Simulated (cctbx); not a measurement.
**Resonant diffraction in Na2GaF4**

Space group I4/mmm (no. 139), a = 3.7510 Å, b = 3.7510 Å, c = 12.8000 Å, α = 90.00°, β = 90.00°, γ = 90.00°.

```csv
atom,mult.,x,y,z,Ueq (Å²)
Ga1,2,0,0,0,0.0150
Na1,4,1/2,1/2,0.1453,0.0169
F1,4,1/2,0,0,0.0219
F2,4,1/2,1/2,0.3564,0.0332
```

The model is made up (kin elements in a known structure type, no relaxation), so it says nothing on whether the phase exists.

Calculated with cctbx: free-atom f′ and f″ from the Sasaki tables, no fine structure; amplitudes in electrons.

```
E (eV)  F 2 1 1  F 2 2 0  F 0 2 2  F 1 1 4
  9767     29.4     71.6     44.9     26.1
 10117     27.9     70.1     43.3     27.6
 10247     26.6     68.9     42.0     28.9
 10307     25.3     67.7     40.8     30.2
 10337     24.1     66.5     39.5     31.5
 10352     22.8     65.3     38.2     32.9
 10359     21.7     64.3     37.0     34.0
 10363     20.5     63.2     35.8     35.3
 10371     20.9     62.8     35.8     36.7
 10375     22.4     64.3     37.3     35.1
 10382     23.6     65.5     38.7     33.7
 10397     25.0     66.9     40.1     32.2
 10427     26.4     68.2     41.5     30.8
 10517     28.1     69.9     43.3     28.9
 10767     30.1     71.8     45.3     26.7
```

**Question.** Which edge is crossed, and why do the reflections move as they do?

The K edge of Ga. The edge is at 10367 eV. f′ of Ga falls from -4.1 e at 10247 eV to -7.5 e at 4 eV below it, and f″ steps from 0.49 to 3.89 e across it. Over that approach |F| changes by -23 % (2 1 1), -8 % (2 2 0), -15 % (0 2 2) and +22 % (1 1 4): a reflection falls where Ga scatters in phase with the total and rises where it scatters against it; it hardly moves where the Ga term is small or cancels by symmetry. Above the edge the larger f″ enters the imaginary part, where it can add to or cancel the other atoms' f″. The structure is centrosymmetric, so Friedel mates stay equal.

[Logs are printed without paths, hosts, clocks, repeated set-up lines and the standing remarks that a program may print on its own settings, such as how far it seeks lower states.]
